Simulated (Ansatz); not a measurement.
# BeAsPt (built on the sites of a database entry of BaAsPd): phonons and vibrational spectra

Task: relax BeAsPt (built on the sites of a database entry of BaAsPd), then find its harmonic phonons.

Method: DFT PBEsol, scalar-relativistic, plane waves, norm-conserving pseudopotentials, in Ansatz 0.2.0.

This is a report of a sequence of runs, with most program output left out.

The structure was built from a prototype and need not be the compound's stable phase.

## Step 1: The starting structure

Symmetry: P-6m2, No. 187, hexagonal system. Conventional cell: a = 3.316 Å, b = 3.316 Å, c = 3.638 Å, α = 90.00°, β = 90.00°, γ = 120.00°. Nearest to Be lie 6 Pt at 2.64 Å and 6 As at 2.64 Å. As has 3 Pt at 1.91 Å and 6 Be at 2.64 Å nearest. Nearest to Pt lie 3 As at 1.91 Å and 6 Be at 2.64 Å. Farther neighbours are not listed.

## Step 2: Coarse relaxation

The start is far from rest, so a relaxation with loose tolerances brings it close first.

input.yaml

```yaml
crystal:
  lattice:
    - [3.31575, 0.0, 0.0]
    - [-1.65788, 2.87153, 0.0]
    - [0.0, 0.0, 3.63787]
  atoms:
    - { symbol: Be, position: [0.0, 0.0, 0.0] }
    - { symbol: As, position: [0.66666667, 0.33333333, 0.5] }
    - { symbol: Pt, position: [0.33333333, 0.66666667, 0.5] }
kpoints:
  mp_grid: { grid: [9, 9, 6] }
hamiltonian:
  xc: pbesol
  pseudopotentials: { kind: nc }
scf:
  occupations: { method: gaussian, width: 0.1 }
output:
  forces: true
  stress: true
  eigenvalues: true
relax:
  adjacent_minimum: "off"
  f_tol: 0.05
  max_steps: 80
  cell: { stress_tol: 0.5 }
```

Run with:

```console
ansatz run input.yaml --threads 8 --pin off --max-ram 14336MiB --backend cpu --events-out ev --progress --plain --runs-dir out
```

Wall time 11 s (8 threads of AMD EPYC 9R45, shared host); peak memory 0.66 GiB.

Relaxation path:

```tsv
step	energy less that of the first step (eV)	largest force component (eV/Å)	pressure (GPa)	volume (Å³)
1	0.0000	0.0000	183.69	34.64
2	-4.6018	0.0000	106.36	38.12
3	-7.3512	0.0000	54.99	41.47
4	-8.7456	0.0000	19.22	44.21
5	-9.1683	0.0000	3.63	44.15
6	-9.2795	0.0000	0.16	42.72
7	-9.3048	0.0000	0.60	41.71
8	-9.3236	0.0000	-0.46	39.96
9	-9.3270	0.0000	0.31	39.42
10	-9.3287	0.0000	0.52	38.58
11	-9.3295	0.0000	-0.40	39.07
12*	-9.9001	0.0000	23.24	39.07
13	-10.2581	0.0000	18.69	38.97
14	-10.3791	0.0000	-6.73	44.85
15	-10.4625	0.0000	-1.12	42.98
16	-10.4636	0.0000	0.05	42.67
17*	-10.4681	0.0000	0.39	42.67
```

Relaxation steps marked * repeat the geometry before them on a plane-wave basis chosen anew for their cell, so energy and pressure can jump there.

Forces are held to the 12 operations that the run works with; a distortion that breaks them can't arise in this run.

```tsv
cell as run	before	after	change
a (Å)	3.316	4.274	+28.9 %
b (Å)	3.316	4.274	+28.9 %
c (Å)	3.638	2.697	-25.9 %
volume (Å³/atom)	11.55	14.22	+23.2 %
```

The relaxed structure:

```
Be As Pt
1.0
     4.27434    0.00000    0.00000
    -2.13717    3.70169    0.00000
     0.00000    0.00000    2.69707
Be As Pt
1 1 1
Direct
  0.00000 0.00000 0.00000
  0.66667 0.33333 0.50000
  0.33333 0.66667 0.50000
```

This step gave:

```
pressure          : 0.3891 GPa
volume per atom   : 14.22 Å³
gap on the k-mesh : 0 eV
```

In this step the volume went from 11.55 to 14.22 Å³/atom.

## Step 3: Relaxation

Harmonic phonons are second derivatives at a point where the forces vanish, and they are wanted at zero stress, so atoms and cell are relaxed first.

input.yaml, the sections that differ from step 2:

```yaml
crystal:
  lattice:
    - [4.2743409936, 3.7213e-06, 0.0]
    - [-2.1371737196, 3.7016860243, 0.0]
    - [0.0, 0.0, 2.6970676664]
  atoms:
    - { symbol: Be, position: [0.0, 0.0, 0.0] }
    - { symbol: As, position: [0.6666666667, 0.3333333333, 0.5] }
    - { symbol: Pt, position: [0.3333333333, 0.6666666667, 0.5] }
kpoints:
  mp_grid: { grid: [12, 12, 16] }
relax:
  adjacent_minimum: "off"
  f_tol: 0.005
  max_steps: 80
  cell: { stress_tol: 0.05 }
# hamiltonian, scf, output: as in step 2
```

The job ended after 10 s (8 threads; peak memory 0.97 GiB).

Step by step:

```tsv
step	energy less that of the first step (eV)	largest force component (eV/Å)	pressure (GPa)	volume (Å³)
1	0.0000	0.0000	0.44	42.67
2	-0.0041	0.0000	-0.94	43.11
3	-0.0053	0.0000	0.39	42.74
4	-0.0054	0.0000	0.01	42.83
5*	-0.0055	0.0000	0.01	42.83
```

Relaxation steps marked * repeat the geometry before them on a plane-wave basis chosen anew for their cell, so energy and pressure can jump there.

Forces are held to the 12 operations that the run works with; a distortion that breaks them can't arise in this run.

```tsv
conventional cell, symmetrised	before	after	change
a (Å)	4.274	4.258	-0.4 %
b (Å)	4.274	4.258	-0.4 %
c (Å)	2.697	2.728	+1.1 %
volume (Å³/atom)	14.22	14.28	+0.4 %
```

Final coordinates:

```xyz
3
Lattice="4.2580 0.0000 0.0000 -2.1290 3.6875 0.0000 0.0000 0.0000 2.7279" Properties=species:S:1:pos:R:3 pbc="T T T"
Be    0.0000    0.0000    0.0000
As    2.1290    1.2292    1.3639
Pt    0.0000    2.4584    1.3639
```

This step gave:

| Item | Value |
| --- | --- |
| pressure | 0.005957 GPa |
| volume per atom | 14.28 Å³ |

In this step the volume went from 14.22 to 14.28 Å³/atom.

## Step 4: Tight relaxation

Phonons need a cell at rest on their own settings, so the relaxation is repeated with tight tolerances on forces and stress, using the mesh and the filling of the phonon run that follows.

input.yaml, the sections that differ from step 3:

```yaml
crystal:
  lattice:
    - [4.2580179925, 3.7071e-06, 0.0]
    - [-2.1290122067, 3.6875498977, 0.0]
    - [0.0, 0.0, 2.7278600115]
  atoms:
    - { symbol: Be, position: [0.0, 0.0, 0.0] }
    - { symbol: As, position: [0.6666666667, 0.3333333333, 0.5] }
    - { symbol: Pt, position: [0.3333333333, 0.6666666667, 0.5] }
scf:
  occupations: { method: methfessel_paxton, width: 0.2 }
relax:
  adjacent_minimum: "off"
  f_tol: 0.001
  max_steps: 60
  cell: { stress_tol: 0.01 }
# kpoints, hamiltonian, output: as in step 3
```

Wall time 8.6 s (8 threads); peak memory 0.97 GiB; 65 s of CPU time.

Little changed from the start: no atom moved by 0.005 Å and no cell edge by 0.1 %.

This step gave:

| Property | Result |
| --- | --- |
| pressure | 0.004294 GPa |

The forces vanish by symmetry and the pressure is 0.004 GPa, within the tolerances set. The cell now holds 14.28 Å³/atom.

## Step 5: Modes at Γ

The zone centre comes first: it holds the modes that light can see, as far as symmetry allows. No field response is asked, since the mesh shows no gap.

input.yaml, the sections that differ from step 4:

```yaml
crystal:
  lattice:
    - [4.2575090734, 3.7067e-06, 0.0]
    - [-2.1287577467, 3.6871091611, 0.0]
    - [0.0, 0.0, 2.7283165656]
  atoms:
    - { symbol: Be, position: [0.0, 0.0, 0.0] }
    - { symbol: As, position: [0.6666666667, 0.3333333333, 0.5] }
    - { symbol: Pt, position: [0.3333333333, 0.6666666667, 0.5] }
output:
  eigenvalues: true
phonons:
  method: dfpt
# kpoints, hamiltonian, scf: as in step 4
# relax: removed
```

Run time: 71 s. Hardware: 8 threads; peak memory 7 GiB; 8.9 min of CPU time.

Numbers from this step:

```yaml
sum_rule_residual_before_enforcement: 1.20e-4 eV/Å²
point_group: -6m2
highest_optical_mode_at_the_zone_centre_no_lo_to_term: 204.9 cm⁻¹
lowest_optical_zone_centre_mode: -148.7 cm⁻¹
```

Patterns of degenerate modes are one choice out of their space. The modes at Γ (shares of kinetic energy by element, %) (negative means imaginary):

```tsv
mode	frequency (cm⁻¹)	symmetry	Be %	As %	Pt %
1	-148.7	E'	95	0	5
2	-148.7	E'	95	0	5
3	-140.6	A2''	92	1	7
4	0.0	acoustic	3	27	70
5	0.0	acoustic	3	27	70
6	0.0	acoustic	3	27	70
7	82.7	A2''	4	72	23
8	204.9	E'	2	73	25
9	204.9	E'	2	73	25
```

Displacements in mode 1 (-148.7 cm⁻¹), the largest set to 1:
```
Be1  0.00  1.00  0.00
As2  0.00  0.01  0.00
Pt3  0.00 -0.05  0.00
```

Displacements in mode 7 (82.7 cm⁻¹), the largest set to 1:
```
Be1  0.00  0.00 -0.72
As2  0.00  0.00  1.00
Pt3  0.00  0.00 -0.35
```

Before it was imposed, the acoustic sum rule was missed by 1.2e-4 eV/Å². Small misses are needed for a sound result but don't prove that mesh and cutoff are converged. The lowest optical mode is imaginary, 148.7i cm⁻¹, so the energy falls along it.

## Step 6: Response at finite wavevector

Stability and thermal properties need the whole zone. Linear response on a 2×2×2 q mesh gives force constants as far as a supercell of that size would.

input.yaml, as its differences from that of step 5:

```diff
@@ -20 +20,9 @@
   method: dfpt
+  qmesh: [2, 2, 2]
+  temperatures: { t_max: 1000, t_step: 50 }
+  qpath:
+    path:
+      - [[0.0, 0.0, 0.0], [0.5, 0.0, 0.0], [0.33333333, 0.33333333, 0.0], [0.0, 0.0, 0.0], [0.0, 0.0, 0.5], [0.5, 0.0, 0.5], [0.33333333, 0.33333333, 0.5], [0.0, 0.0, 0.5]]
+      - [[0.5, 0.0, 0.5], [0.5, 0.0, 0.0]]
+      - [[0.33333333, 0.33333333, 0.5], [0.33333333, 0.33333333, 0.0]]
+    npoints: 10
```

Wall time 3.8 min (8 threads); peak memory 5.5 GiB; 29 min of CPU time.

Numbers from this step:

- sum-rule residual before enforcement: 1.11e-4 eV/Å²
- lowest frequency on the path: -231.0 cm⁻¹
- highest frequency on the path or at a solved wavevector: 242.7 cm⁻¹
- lowest mode on the q mesh (acoustic modes at Γ apart): -226.1 cm⁻¹

Frequencies (cm⁻¹) solved at each irreducible wavevector; negative means imaginary. Frequencies by wavevector, by row:

```tsv
q in reciprocal lattice units	star	mode 1	mode 2	mode 3	mode 4	mode 5	mode 6	mode 7	mode 8	mode 9
0 0 0	1	-148.7	-148.7	-140.6	0	0	0	82.7	204.9	204.9
0 0 -0.5	1	-195.7	-170.5	-170.5	19.7	19.7	162.1	172.9	176.2	176.2
0 -0.5 0	3	-178.2	-152.4	-24.9	6.1	35.3	58	101	228.8	242.7
0 -0.5 -0.5	3	-226.1	-155	-35	-29.7	-10.7	132	174.8	218.7	237.3
```

Interpolated from a 2×2×2 q mesh, rough between the solved points. Phonon branches along the path, in cm⁻¹:

```tsv
point	branch 1	branch 2	branch 3	branch 4	branch 5	branch 6	branch 7	branch 8	branch 9
Γ	-149	-149	-141	0	0	0	83	205	205
halfway	-168	-146	-107	-17	35	70	96	217	218
M	-178	-152	-25	6	35	58	101	229	243
halfway	-159	-153	-52	-26	33	57	104	229	240
K	-154	-121	-94	-39	-27	56	112	228	241
halfway	-164	-147	-108	-19	64	66	96	217	223
Γ	-149	-149	-141	0	0	0	83	205	205
halfway	-160	-160	-130	12	12	54	128	191	191
A	-196	-170	-170	20	20	162	173	176	176
halfway	-217	-163	-112	-17	53	124	174	199	218
L	-226	-155	-35	-30	-11	132	175	219	237
halfway	-229	-143	-86	-48	90	137	175	213	240
H	-231	-131	-98	-58	105	146	175	208	242
halfway	-221	-157	-102	-54	77	123	174	201	224
A	-196	-170	-170	20	20	162	173	176	176
jump to L	-226	-155	-35	-30	-11	132	175	219	237
halfway	-167	-166	-99	-17	72	113	123	224	235
M	-178	-152	-25	6	35	58	101	229	243
jump to H	-231	-131	-98	-58	105	146	175	208	242
halfway	-177	-126	-123	9	99	109	122	218	238
K	-154	-121	-94	-39	-27	56	112	228	241
```

Tetrahedra on a 18×18×22 mesh, mean over bins of 5 cm-1. Interpolated from a 2×2×2 q mesh, rough between the solved points. Table of phonon density of states by wavenumber; read off at these points:

wavenumber (cm⁻¹), phonon density of states (1/cm⁻¹/cell) and a bar:
```
     -232     0.0003 
     -218     0.0111 ######
     -198     0.0077 ####
     -182     0.0062 ###
     -168     0.0418 #######################
     -162     0.0543 ##############################
     -152     0.0363 ####################
     -132     0.0242 #############
     -118     0.0136 #######
     -102     0.0180 ##########
      -88     0.0180 ##########
      -68     0.0090 #####
      -52     0.0136 #######
      -38     0.0106 ######
      -18     0.0108 ######
       -2     0.0113 ######
       12     0.0112 ######
       28     0.0124 #######
       48     0.0205 ###########
       62     0.0286 ###############
       68     0.0332 ##################
       78     0.0240 #############
       98     0.0213 ###########
      108     0.0424 #######################
      112     0.0236 #############
      128     0.0209 ###########
      142     0.0086 #####
      162     0.0106 ######
      178     0.0009 
      192     0.0090 #####
      208     0.0369 ####################
      218     0.0550 ##############################
      228     0.0482 ##########################
      238     0.0552 ##############################
      242     0.0064 ###
```

The partial phonon density of states has structure finer than the step of the table below, so its rows give means over 10 cm⁻¹, whole bins alone (the curve runs from -240 to 259 cm⁻¹). Peaks (cm⁻¹: height): As -221.6: 0.00854, 64.5: 0.00949, 218.5: 0.0428; Be -161.9: 0.0437, 124.2: 0.00743; Pt -20.4: 0.00811, 11.0: 0.0121, 45.6: 0.0155, 77.0: 0.0179, 105.3: 0.0342, 136.8: 0.0130, 171.4: 0.0185.

Phonopy on the run's constants, 15x15x21 mesh, Gaussian sigma 3.6 cm-1. Interpolated from a 2×2×2 q mesh, rough between the solved points. Partial phonon density of states against wavenumber; means over each step; values in 1/cm⁻¹/cell:

```tsv
wavenumber (cm⁻¹)	As	Be	Pt
-230	0.00374	0.00129	1.5e-6
-220	0.00817	0.00282	9.8e-6
-210	0.00690	0.00251	1.0e-5
-200	0.00580	0.00228	1.0e-5
-190	0.00433	0.00217	2.1e-5
-180	0.00389	0.00542	1.9e-4
-170	0.00354	0.0273	0.00101
-160	0.00363	0.0402	0.00111
-150	0.00275	0.0315	6.4e-4
-140	0.00388	0.0253	8.9e-4
-130	0.00283	0.0147	8.8e-4
-120	0.00262	0.00891	0.00104
-110	0.00444	0.0116	0.00184
-100	0.00447	0.0101	0.00297
-90	0.00467	0.00966	0.00383
-80	0.00376	0.00674	0.00281
-70	0.00260	0.00498	0.00198
-60	0.00338	0.00541	0.00192
-50	0.00433	0.00667	0.00274
-40	0.00326	0.00508	0.00280
-30	0.00248	0.00252	0.00468
-20	0.00459	0.00251	0.00757
-10	0.00266	0.00140	0.00411
0	9.6e-4	4.1e-4	0.00339
10	0.00275	7.0e-4	0.0103
20	0.00364	0.00200	0.00806
30	0.00390	0.00336	0.00746
40	0.00397	0.00343	0.0107
50	0.00471	0.00410	0.0132
60	0.00882	0.00461	0.0107
70	0.00834	0.00575	0.0150
80	0.00408	0.00454	0.0144
90	0.00126	0.00266	0.0132
100	0.00121	0.00474	0.0265
110	0.00107	0.00573	0.0239
120	0.00121	0.00644	0.0150
130	0.00117	0.00565	0.0103
140	3.9e-4	0.00236	0.00834
150	9.3e-5	6.4e-4	0.00792
160	3.0e-5	1.7e-4	0.00948
170	1.4e-4	5.8e-5	0.0156
180	0.00186	7.5e-5	0.00517
190	0.00576	2.7e-4	0.00181
200	0.0146	6.5e-4	0.00405
210	0.0341	0.00136	0.00722
220	0.0420	0.00251	0.00752
230	0.0369	0.00376	0.00495
240	0.0229	0.00273	0.00264
250	0.00132	1.6e-4	1.5e-4
```

Symmetry leaves 4 wavevectors to solve. The lowest mode among them, the acoustic zeros apart, lies at q = (0, -0.5, -0.5) and is imaginary, 226.1i cm⁻¹, so the energy falls along it. Between them the interpolated path dips to 231i cm⁻¹.

## Step 7: Summary of results

- space group after relaxation (within 0.01 Å): P-6m2
- volume per atom: 14.3 Å³
- electronic character: no gap on this mesh
- highest optical mode at the zone centre (no LO-TO term): 205 cm⁻¹
- lowest optical zone-centre mode: -149 cm⁻¹
- lowest mode on the q mesh (acoustic modes at Γ apart): -226 cm⁻¹
- highest frequency on the path or at a solved wavevector: 243 cm⁻¹
- imaginary modes on the 2×2×2 q mesh: yes

What this shows: Modes are clearly imaginary (beyond 10i cm⁻¹) at 4 of the 4 irreducible wavevectors, most at q = (0, -0.5, -0.5) (226.1i cm⁻¹), so this structure is not a minimum of the energy. The optical modes at Γ span -149 to 205 cm⁻¹ (negative means imaginary). The highest mode in this list at Γ, 204.9 cm⁻¹, is mostly motion of As (73 % of the kinetic energy). The q mesh stands for a supercell only 5.5 Å across, so branches between the solved wavevectors are rough. With no gap, or one that is small against the smearing, the frequencies hang on the k mesh and the smearing, most of all near Kohn anomalies. The phonon runs are without spin polarisation, although the cell has an odd electron count. Spin-orbit coupling is left out, which can matter for the heavy elements here. The starting cell was built on a prototype and not taken from a measurement, so the phase need not exist. These are harmonic frequencies at zero temperature: anharmonic shifts, linewidths and thermal expansion are left out.

[Logs are printed without paths, hosts, clocks, repeated set-up lines and the standing remarks that a program may print on its own settings, such as how far it seeks lower states.]

[Hosts, paths, dates, database ids (printed as entryN), source tags and the programs' standing remarks are cut or masked in the printed files.]
